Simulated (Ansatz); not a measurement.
# What Ba2C (model cell, started as cuprite) distorts into, part 2 of 3

Aim: this structure of Ba2C (model cell, started as cuprite) is to be tested for unstable modes, and one is followed downhill.

Ansatz 0.2.0; DFT PBEsol, scalar-relativistic, plane waves, PAW.

So far, highest frequency on the path or at a solved wavevector (cm⁻¹): step 2 (phonons on a q mesh) 233. Also lowest frequency on the path (cm⁻¹): step 2 -132.

The structure was built from a prototype and need not be the compound's stable phase.

## Step 5: Energy along the mode, all amplitudes (two of the runs are shown above)

An imaginary frequency means negative curvature, so the energy should fall and then rise again as anharmonic terms take over.

Numbers from this step:

```yaml
depth_at_the_lowest_point_sampled: 11.78 meV/atom
largest_atomic_shift_at_that_point: 0.32 Å
```

Table of energy from the parent by largest atomic shift:

```csv
largest atomic shift (Å),energy from the parent (meV/atom)
0.000,0
0.040,-0.319
0.080,-1.27
0.140,-3.80
0.220,-8.35
0.320,-11.8
0.450,-4.95
0.600,19.8
```

Displacement at unit largest shift by atom:

| atom | x (Å) | y (Å) | z (Å) | size |
| --- | --- | --- | --- | --- |
| C1 | 0.00 | -1.00 | 0.00 | 1.00 |
| C2 | 0.00 | 1.00 | 0.00 | 1.00 |
| C3 | 1.00 | 0.00 | 0.00 | 1.00 |
| C4 | -1.00 | 0.00 | 0.00 | 1.00 |
| Ba5 | -0.09 | 0.09 | 0.00 | 0.13 |
| Ba6 | 0.09 | -0.09 | 0.00 | 0.13 |
| Ba7 | -0.09 | 0.09 | 0.00 | 0.13 |
| Ba8 | 0.09 | -0.09 | 0.00 | 0.13 |
| Ba9 | -0.09 | -0.09 | 0.00 | 0.13 |
| Ba10 | 0.09 | 0.09 | 0.00 | 0.13 |
| Ba11 | -0.09 | -0.09 | 0.00 | 0.13 |
| Ba12 | 0.09 | 0.09 | 0.00 | 0.13 |

The lowest of the steps tried is at 0.32 Å, 11.8 meV/atom below the parent; the bottom of the well need not coincide with a step.

## Step 6: Relaxing from the distorted cell

Starting from the lowest point found, all atoms and the cell are let go, so that strain and other modes of the same symmetry can join in.

File input.yaml:

```yaml
crystal:
  lattice:
    - [6.1820686643, 0.0, 0.0]
    - [0.0, 6.1820686643, 0.0]
    - [0.0, 0.0, 12.3641373286]
  atoms:
    - { symbol: C, position: [0.0, -0.0517626085, 0.0] }
    - { symbol: C, position: [0.0, 0.0517626085, 0.5] }
    - { symbol: C, position: [0.5517626085, 0.5, 0.25] }
    - { symbol: C, position: [0.4482373915, 0.5, 0.75] }
    - { symbol: Ba, position: [0.2453402146, 0.2546597854, 0.125] }
    - { symbol: Ba, position: [0.2546597854, 0.2453402146, 0.625] }
    - { symbol: Ba, position: [0.7453402146, 0.7546597854, 0.125] }
    - { symbol: Ba, position: [0.7546597854, 0.7453402146, 0.625] }
    - { symbol: Ba, position: [0.7453402146, 0.2453402146, 0.375] }
    - { symbol: Ba, position: [0.7546597854, 0.2546597854, 0.875] }
    - { symbol: Ba, position: [0.2453402146, 0.7453402146, 0.375] }
    - { symbol: Ba, position: [0.2546597854, 0.7546597854, 0.875] }
kpoints:
  mp_grid: { grid: [6, 6, 4] }
hamiltonian:
  xc: pbesol
scf:
  occupations: { method: methfessel_paxton, width: 0.2 }
output:
  forces: true
  stress: true
  eigenvalues: true
relax:
  adjacent_minimum: "off"
  f_tol: 0.002
  max_steps: 120
  cell: { stress_tol: 0.03 }
```

Started as:

```sh
> ansatz run input.yaml --threads 8 --pin off --max-ram 14336MiB --backend cpu --events-out ev --progress --plain --runs-dir out
```

Numbers of over 12 decimals in the logs are rounded to 6 here.

Output:

```text
[...]
Crystal: 12 atoms, lattice volume = 472.532 Å³
Basis set: ecut = 420 eV, 9261 PW (Γ), exchange–correlation on 90×90×180 points (8 copies of the dense FFT grid, shifted against one another)
Bands: 60, of which v1, the nominal top of the filled ones, is band 48 counted from 1 (47 counted from 0)
Symmetry: 8 space group operations
[...]
k-points: 30 of 144 (time reversal used)
[...]
SCF iter   1: F=—  HF=-47876.076230 eV  |F-HF|=—  |Δ(HF+E_count)|=         —  Δρ=5.68e-3  dr2=1.94e-1  ethr=1.77e-3  ⟨swp⟩=11.4  Hψ=10107  notcnv=0
[...]
SCF iter   8: F=-47876.038615 eV  HF=-47876.038615 eV  |F-HF|=1.44e-9  |Δ(HF+E_count)|=   2.34e-8  S|Δr|=    0.00e0  Δρ=8.16e-7  dr2=7.45e-9  ethr=1.04e-10  ⟨swp⟩=11.5  Hψ=8699  notcnv=0
SCF 1 converged in 8 iterations: F = -47876.038615 eV  dr2 = 7.45e-9
[...]
relax step   1: F+E_penalty+E_count = -47876.03861468 eV  Δ(F+E_penalty+E_count) = +0.000e0 eV  max|allowed force component| = 2.910e-1 eV/Å  Δτ_max = 0.0000 Å  P = -0.307 GPa  Ω = 472.532 Å³  (8 SCF iters, dr2 threshold 1.00e-7 eV, accepted)
Crystal: 12 atoms, lattice volume = 464.663 Å³
Basis set: ecut = 420 eV, 9061 PW (Γ), exchange–correlation on 90×90×180 points (8 copies of the dense FFT grid, shifted against one another)
[...]
SCF iter   7: F=-47876.301145 eV  HF=-47876.301145 eV  |F-HF|=1.16e-9  |Δ(HF+E_count)|=   7.83e-7  S|Δr|=    0.00e0  Δρ=3.97e-6  dr2=1.78e-7  ethr=1.25e-9  ⟨swp⟩=10.4  Hψ=9444  notcnv=0
SCF 2 converged in 7 iterations: F = -47876.301145 eV  dr2 = 1.78e-7
relax step   2: F+E_penalty+E_count = -47876.30114494 eV  Δ(F+E_penalty+E_count) = -2.625e-1 eV  max|allowed force component| = 2.006e-1 eV/Å  Δτ_max = 0.1951 Å  P = -0.411 GPa  Ω = 464.663 Å³  energy of the carried Pulay correction = +2.025e-3 eV  (7 SCF iters, dr2 threshold 1.20e-6 eV, accepted)
Crystal: 12 atoms, lattice volume = 451.000 Å³
Basis set: ecut = 420 eV, 8789 PW (Γ), exchange–correlation on 90×90×180 points (8 copies of the dense FFT grid, shifted against one another)
[...]
SCF iter   6: F=-47876.631991 eV  HF=-47876.631990 eV  |F-HF|=3.85e-7  |Δ(HF+E_count)|=   8.98e-6  S|Δr|=    0.00e0  Δρ=1.20e-5  dr2=1.04e-6  ethr=1.25e-9  ⟨swp⟩=9.0  Hψ=11443  notcnv=0
SCF 3 converged in 6 iterations: F = -47876.631991 eV  dr2 = 1.04e-6
[...]
relax step   3: F+E_penalty+E_count = -47876.63199087 eV  Δ(F+E_penalty+E_count) = -3.308e-1 eV  max|allowed force component| = 2.169e-1 eV/Å  Δτ_max = 0.1939 Å  P = -0.438 GPa  Ω = 451.000 Å³  energy of the carried Pulay correction = +5.622e-3 eV  (6 SCF iters, dr2 threshold 1.20e-6 eV, accepted)
[... from here on, the SCF cycles and remarks between the steps are left out ...]
relax step   4: F+E_penalty+E_count = -47877.03560614 eV  Δ(F+E_penalty+E_count) = -4.036e-1 eV  max|allowed force component| = 1.722e-1 eV/Å  Δτ_max = 0.1980 Å  P = -0.436 GPa  Ω = 436.755 Å³  energy of the carried Pulay correction = +9.488e-3 eV  (7 SCF iters, dr2 threshold 1.20e-6 eV, accepted)
relax step   5: F+E_penalty+E_count = -47877.51373743 eV  Δ(F+E_penalty+E_count) = -4.781e-1 eV  max|allowed force component| = 1.498e-1 eV/Å  Δτ_max = 0.1951 Å  P = -0.510 GPa  Ω = 419.659 Å³  energy of the carried Pulay correction = +1.429e-2 eV  (8 SCF iters, dr2 threshold 1.20e-6 eV, accepted)
relax step   6: F+E_penalty+E_count = -47878.09036221 eV  Δ(F+E_penalty+E_count) = -5.766e-1 eV  max|allowed force component| = 1.198e-1 eV/Å  Δτ_max = 0.1952 Å  P = -0.305 GPa  Ω = 395.673 Å³  energy of the carried Pulay correction = +2.135e-2 eV  (7 SCF iters, dr2 threshold 1.20e-6 eV, accepted)
relax step   7: F+E_penalty+E_count = -47878.51567763 eV  Δ(F+E_penalty+E_count) = -4.253e-1 eV  max|allowed force component| = 2.822e-1 eV/Å  Δτ_max = 0.1950 Å  P = -0.014 GPa  Ω = 371.357 Å³  energy of the carried Pulay correction = +2.892e-2 eV  (7 SCF iters, dr2 threshold 1.20e-6 eV, accepted)
relax step   8: F+E_penalty+E_count = -47878.95957228 eV  Δ(F+E_penalty+E_count) = -4.439e-1 eV  max|allowed force component| = 4.177e-1 eV/Å  Δτ_max = 0.1947 Å  P = -0.146 GPa  Ω = 356.336 Å³  energy of the carried Pulay correction = +3.382e-2 eV  (7 SCF iters, dr2 threshold 1.20e-6 eV, accepted)
relax step   9: F+E_penalty+E_count = -47879.50503174 eV  Δ(F+E_penalty+E_count) = -5.455e-1 eV  max|allowed force component| = 3.257e-1 eV/Å  Δτ_max = 0.1946 Å  P = -0.352 GPa  Ω = 343.576 Å³  energy of the carried Pulay correction = +3.812e-2 eV  (7 SCF iters, dr2 threshold 1.20e-6 eV, accepted)
relax step  10: F+E_penalty+E_count = -47880.00337650 eV  Δ(F+E_penalty+E_count) = -4.983e-1 eV  max|allowed force component| = 2.278e-1 eV/Å  Δτ_max = 0.1952 Å  P = -0.155 GPa  Ω = 335.165 Å³  energy of the carried Pulay correction = +4.103e-2 eV  (8 SCF iters, dr2 threshold 1.20e-6 eV, accepted)
relax step  11: F+E_penalty+E_count = -47880.11830484 eV  Δ(F+E_penalty+E_count) = -1.149e-1 eV  max|allowed force component| = 2.807e-1 eV/Å  Δτ_max = 0.1908 Å  P = +1.032 GPa  Ω = 323.277 Å³  energy of the carried Pulay correction = +4.525e-2 eV  (7 SCF iters, dr2 threshold 1.20e-6 eV, accepted)
relax step  12: F+E_penalty+E_count = -47880.24340819 eV  Δ(F+E_penalty+E_count) = -1.251e-1 eV  max|allowed force component| = 9.694e-2 eV/Å  Δτ_max = 0.2000 Å  P = +0.179 GPa  Ω = 327.003 Å³  energy of the carried Pulay correction = +4.391e-2 eV  (7 SCF iters, dr2 threshold 1.20e-6 eV, accepted)
relax step  13: F+E_penalty+E_count = -47880.30285354 eV  Δ(F+E_penalty+E_count) = -5.945e-2 eV  max|allowed force component| = 4.235e-2 eV/Å  Δτ_max = 0.2000 Å  P = +0.149 GPa  Ω = 325.182 Å³  energy of the carried Pulay correction = +4.457e-2 eV  (7 SCF iters, dr2 threshold 5.87e-7 eV, accepted)
relax step  14: F+E_penalty+E_count = -47880.33035288 eV  Δ(F+E_penalty+E_count) = -2.750e-2 eV  max|allowed force component| = 1.677e-2 eV/Å  Δτ_max = 0.1927 Å  P = -0.041 GPa  Ω = 325.982 Å³  energy of the carried Pulay correction = +4.428e-2 eV  (8 SCF iters, dr2 threshold 1.12e-7 eV, accepted)
relax step  15: F+E_penalty+E_count = -47880.33483903 eV  Δ(F+E_penalty+E_count) = -4.486e-3 eV  max|allowed force component| = 1.070e-2 eV/Å  Δτ_max = 0.1071 Å  P = +0.058 GPa  Ω = 325.021 Å³  energy of the carried Pulay correction = +4.462e-2 eV  (7 SCF iters, dr2 threshold 2.05e-7 eV, accepted)
relax step  16: F+E_penalty+E_count = -47880.33552683 eV  Δ(F+E_penalty+E_count) = -6.878e-4 eV  max|allowed force component| = 6.982e-4 eV/Å  Δτ_max = 0.0284 Å  P = -0.017 GPa  Ω = 325.632 Å³  energy of the carried Pulay correction = +4.440e-2 eV  (7 SCF iters, dr2 threshold 5.27e-8 eV, accepted)
relax step  17: F+E_penalty+E_count = -47880.33558538 eV  Δ(F+E_penalty+E_count) = -5.855e-5 eV  max|allowed force component| = 4.904e-4 eV/Å  Δτ_max = 0.0036 Å  P = -0.002 GPa  Ω = 325.507 Å³  energy of the carried Pulay correction = +4.445e-2 eV  (8 SCF iters, accepted)
relax step  18: F+E_penalty+E_count = -47880.33757769 eV  Δ(F+E_penalty+E_count) = -1.992e-3 eV  max|allowed force component| = 4.899e-4 eV/Å  Δτ_max = 0.0000 Å  P = +0.001 GPa  Ω = 325.507 Å³  stress off target by 9.91e-2 GPa  SCF on the basis re-selected at this cell (its energy is not comparable with the rows above)  (6 SCF iters)
relax step  19: F+E_penalty+E_count = -47880.33769610 eV  Δ(F+E_penalty+E_count) = -1.184e-4 eV  max|allowed force component| = 5.242e-3 eV/Å  Δτ_max = 0.0069 Å  P = +0.005 GPa  Ω = 325.475 Å³  energy of the carried Pulay correction = +1.291e-5 eV  (5 SCF iters, dr2 threshold 2.45e-8 eV, accepted)
relax step  20: F+E_penalty+E_count = -47880.33773857 eV  Δ(F+E_penalty+E_count) = -4.247e-5 eV  max|allowed force component| = 3.880e-4 eV/Å  Δτ_max = 0.0039 Å  P = -0.000 GPa  Ω = 325.515 Å³  energy of the carried Pulay correction = -2.881e-6 eV  (5 SCF iters, dr2 threshold 1.72e-9 eV, accepted)
relax step  21: F+E_penalty+E_count = -47880.33774178 eV  Δ(F+E_penalty+E_count) = -3.207e-6 eV  max|allowed force component| = 1.087e-4 eV/Å  Δτ_max = 0.0026 Å  P = -0.000 GPa  Ω = 325.515 Å³  energy of the carried Pulay correction = -2.796e-6 eV  (7 SCF iters, accepted)
[...]
SCF iter   3: F=-47880.337761 eV  HF=-47880.337761 eV  |F-HF|=1.96e-10  |Δ(HF+E_count)|=   1.53e-9  S|Δr|=    0.00e0  Δρ=2.68e-7  dr2=2.36e-11  ethr=1.00e-12  ⟨swp⟩=5.2  Hψ=7202  notcnv=0
SCF 22 converged in 3 iterations: F = -47880.337761 eV  dr2 = 2.36e-11
[...]
relax step  22: F+E_penalty+E_count = -47880.33776095 eV  Δ(F+E_penalty+E_count) = -1.917e-5 eV  max|allowed force component| = 1.087e-4 eV/Å  Δτ_max = 0.0000 Å  P = -0.000 GPa  Ω = 325.515 Å³  stress off target by 1.22e-3 GPa  SCF on the basis re-selected at this cell (its energy is not comparable with the rows above)  (3 SCF iters)
[...]
SCF converged after 3 iterations
[...]
Free energy (F): -47880.337761 eV
[...]
Internal energy: -47880.355149 eV  (E = F + TS)
E sigma→0 (E₀):  -47880.342108 eV
Entropy (-TS):   0.017388 eV (1.449 meV/atom)
Fermi energy:    10.145101 eV
[...]
--- Forces (eV/Å), atoms counted from 1 ---
  atom   1  C      0.00000000     0.00004950    -0.00000000
  atom   2  C      0.00000000    -0.00004950     0.00000000
  atom   3  C     -0.00004950     0.00000000     0.00000000
  atom   4  C      0.00004950    -0.00000000    -0.00000000
  atom   5  Ba     0.00010867    -0.00010867    -0.00000000
  atom   6  Ba     0.00009339    -0.00009339     0.00000000
  atom   7  Ba    -0.00009339     0.00009339     0.00000000
  atom   8  Ba    -0.00010867     0.00010867    -0.00000000
  atom   9  Ba    -0.00009339    -0.00009339    -0.00000000
  atom  10  Ba    -0.00010867    -0.00010867     0.00000000
  atom  11  Ba     0.00010867     0.00010867     0.00000000
  atom  12  Ba     0.00009339     0.00009339    -0.00000000
  max |Σ_I F_I| component: 4.34e-19 eV/Å
--- Stress (GPa, compression-positive) ---
       -0.000785      -0.000000       0.000000
       -0.000000      -0.000785      -0.000000
        0.000000      -0.000000       0.001220
  P = ⅓ Tr σ = -0.0001 GPa (-0.001 kbar)
--- Band table (eV; the first three rows and the last of 30) ---
  k-point 0: bands = [... 44 lower, 9.1388, 9.1388, 9.9590, 10.2337, 10.2337, 10.2928, 10.3478, 10.3478, ... 8 higher]
  k-point 1: bands = [... 44 lower, 9.5708, 9.5708, 10.1484, 10.1602, 10.1602, 10.3765, 10.4441, 10.5075, ... 8 higher]
  k-point 2: bands = [... 44 lower, 9.9337, 9.9337, 9.9337, 9.9337, 10.4610, 10.4610, 10.5788, 10.5788, ... 8 higher]
  k-point 29: bands = [... 44 lower, 9.9947, 9.9947, 9.9947, 9.9947, 10.7150, 10.7150, 10.7150, 10.7150, ... 8 higher]
--- Relaxed structure (20 steps of the walk, 20 accepted, 2 SCFs on fresh bases) ---
  F+E_penalty+E_count = -47880.33776095 eV   max|allowed force component| = 1.087e-4 eV/Å   (the final SCF, on the basis selected at the relaxed cell)
  cell:  # Å, volume = 325.5149 Å³
    - [4.864593, 0, 0.0]
    - [0, 4.864593, 0]
    - [0.0, 0, 13.755543]
  atoms:
    - { symbol: C, position: [9.470441124717998e-19, -7.439883159428168e-6, 0] }
    - { symbol: C, position: [9.470441124718002e-19, 7.439883159428237e-6, 0.5] }
    - { symbol: C, position: [0.500007, 0.5, 0.25] }
    - { symbol: C, position: [0.499993, 0.5, 0.75] }
    - { symbol: Ba, position: [-5.7688262218575614e-6, 0.500006, 0.125] }
    - { symbol: Ba, position: [0.499993, 7.164501697465737e-6, 0.625] }
    - { symbol: Ba, position: [0.500007, 0.999993, 0.125] }
    - { symbol: Ba, position: [1.000006, 0.499994, 0.625] }
    - { symbol: Ba, position: [0.500007, 7.1645016974870985e-6, 0.375] }
    - { symbol: Ba, position: [1.000006, 0.500006, 0.875] }
    - { symbol: Ba, position: [-5.7688262218400245e-6, 0.499994, 0.375] }
    - { symbol: Ba, position: [0.499993, 0.999993, 0.875] }
```

Run time: 3.8 min. Hardware: 8 threads of Arm Neoverse V2, shared host; peak memory 1.8 GiB.

Step by step:

```
step  energy less that of the first step (eV)  largest force component (eV/Å)  pressure (GPa)  volume (Å³)
   1                                   0.0000                          0.2910           -0.31       472.53
   2                                  -0.2625                          0.2006           -0.41       464.66
   3                                  -0.5934                          0.2169           -0.44       451.00
   4                                  -0.9970                          0.1722           -0.44       436.75
   5                                  -1.4751                          0.1498           -0.51       419.66
   6                                  -2.0517                          0.1198           -0.30       395.67
   7                                  -2.4771                          0.2822           -0.01       371.36
   8                                  -2.9210                          0.4177           -0.15       356.34
   9                                  -3.4664                          0.3257           -0.35       343.58
  10                                  -3.9648                          0.2278           -0.15       335.16
  11                                  -4.0797                          0.2807            1.03       323.28
  12                                  -4.2048                          0.0969            0.18       327.00
  13                                  -4.2642                          0.0423            0.15       325.18
  14                                  -4.2917                          0.0168           -0.04       325.98
  15                                  -4.2962                          0.0107            0.06       325.02
  16                                  -4.2969                          0.0007           -0.02       325.63
  17                                  -4.2970                          0.0005            0.00       325.51
 18*                                  -4.2990                          0.0005            0.00       325.51
  19                                  -4.2991                          0.0052            0.00       325.48
  20                                  -4.2991                          0.0004            0.00       325.52
  21                                  -4.2991                          0.0001            0.00       325.51
 22*                                  -4.2991                          0.0001            0.00       325.51
```

Relaxation steps marked * repeat the geometry before them on a plane-wave basis chosen anew for their cell, so energy and pressure can jump there.

Forces are held to the 8 operations that the run works with; a distortion that breaks them can't arise in this run.

```
     cell as run  before   after   change
           a (Å)   6.182   4.865  -21.3 %
           b (Å)   6.182   4.865  -21.3 %
           c (Å)  12.364  13.756  +11.3 %
volume (Å³/atom)   39.38   27.13  -31.1 %
```

The atoms that moved most (Å, as changes of fractional coordinates times the final cell):

```csv
atom,dx,dy,dz,length
Ba8,1.194,-1.194,0.000,1.688
Ba10,1.194,1.194,0.000,1.688
Ba11,-1.194,-1.194,0.000,1.688
Ba5,-1.194,1.194,0.000,1.688
Ba9,-1.193,-1.193,0.000,1.688
Ba7,-1.193,1.193,0.000,1.688
Ba12,1.193,1.193,0.000,1.688
Ba6,1.193,-1.193,0.000,1.688
```

Final coordinates:

```cif
data_structure
_symmetry_space_group_name_H-M 'P 1'
_symmetry_Int_Tables_number 1
_cell_length_a 4.8646
_cell_length_b 4.8646
_cell_length_c 13.7555
_cell_angle_alpha 90.000
_cell_angle_beta 90.000
_cell_angle_gamma 90.000
_cell_volume 325.51
loop_
_atom_site_label
_atom_site_type_symbol
_atom_site_fract_x
_atom_site_fract_y
_atom_site_fract_z
_atom_site_occupancy
C1 C 0.00000 0.99999 0.00000 1
C2 C 0.00000 0.00001 0.50000 1
C3 C 0.50001 0.50000 0.25000 1
C4 C 0.49999 0.50000 0.75000 1
Ba5 Ba 0.99999 0.50001 0.12500 1
Ba6 Ba 0.49999 0.00001 0.62500 1
Ba7 Ba 0.50001 0.99999 0.12500 1
Ba8 Ba 0.00001 0.49999 0.62500 1
Ba9 Ba 0.50001 0.00001 0.37500 1
Ba10 Ba 0.00001 0.50001 0.87500 1
Ba11 Ba 0.99999 0.49999 0.37500 1
Ba12 Ba 0.49999 0.99999 0.87500 1
```

This step gave:

```
pressure        : -1.17e-4 GPa
volume per atom : 27.13 Å³
```

The distorted start has space group P4_122; the relaxation ends in Fm-3m.

## Step 7: The new phase in its own primitive cell

The relaxed structure is symmetrised, reduced to its primitive cell and relaxed tightly, as its phonons need.

System of this step: Ba2C (model cell, started as cuprite). It takes space group Fm-3m (No. 225, cubic). Conventional cell: a = 6.879 Å, b = 6.879 Å, c = 6.879 Å, α = 90.00°, β = 90.00°, γ = 90.00°. C has 8 Ba at 2.98 Å nearest. Ba has 4 C at 2.98 Å nearest. Farther neighbours are not listed.

input.yaml, the sections that differ from step 6:

```yaml
crystal:
  lattice:
    - [0.0, 3.4394866052, 3.4394866052]
    - [3.4394866052, 0.0, 3.4394866052]
    - [3.4394866052, 3.4394866052, 0.0]
  atoms:
    - { symbol: C, position: [0.0, 0.0, 0.0] }
    - { symbol: Ba, position: [0.75, 0.75, 0.75] }
    - { symbol: Ba, position: [0.25, 0.25, 0.25] }
kpoints:
  mp_grid: { grid: [10, 10, 10] }
relax:
  adjacent_minimum: "off"
  f_tol: 0.001
  max_steps: 60
  cell: { stress_tol: 0.01 }
# hamiltonian, scf, output: as in step 6
```

Output:

```text
[...]
Crystal: 3 atoms, lattice volume = 81.379 Å³
Basis set: ecut = 420 eV, 1639 PW (Γ), exchange–correlation on 72×72×72 points (8 copies of the dense FFT grid, shifted against one another)
Bands: 16, of which v1, the nominal top of the filled ones, is band 12 counted from 1 (11 counted from 0)
Symmetry: 48 space group operations
[...]
k-points: 47 of 1000
[...]
k-point 46: bands = [... 8 lower, 2.6770, 9.2089, 9.3290, 9.6993, 10.9817, 12.1519, 12.2543, 13.3248]
--- Relaxed structure (2 steps of the walk, 2 accepted, 1 SCFs on fresh bases) ---
[...]
cell:  # Å, volume = 81.3435 Å³
    - [0, 3.438991, 3.438991]
    - [3.438991, 0, 3.438991]
    - [3.438991, 3.438991, 0]
  atoms:
    - { symbol: C, position: [0, 0, 0] }
    - { symbol: Ba, position: [0.75, 0.75, 0.75] }
    - { symbol: Ba, position: [0.250000, 0.250000, 0.250000] }
[key lines of the parts left out:]
SCF converged after 5 iterations
Free energy (F): -11970.084306 eV
Fermi energy:    10.193559 eV
P = ⅓ Tr σ = 0.0063 GPa (0.063 kbar)
```

Run time: 1.8 s. Hardware: 8 threads; peak memory 0.47 GiB.

[end of part 2 of 3]

[Logs are printed without paths, hosts, clocks, repeated set-up lines and the standing remarks that a program may print on its own settings, such as how far it seeks lower states.]

[Hosts, paths, dates, database ids (printed as entryN), source tags and the programs' standing remarks are cut or masked in the printed files.]
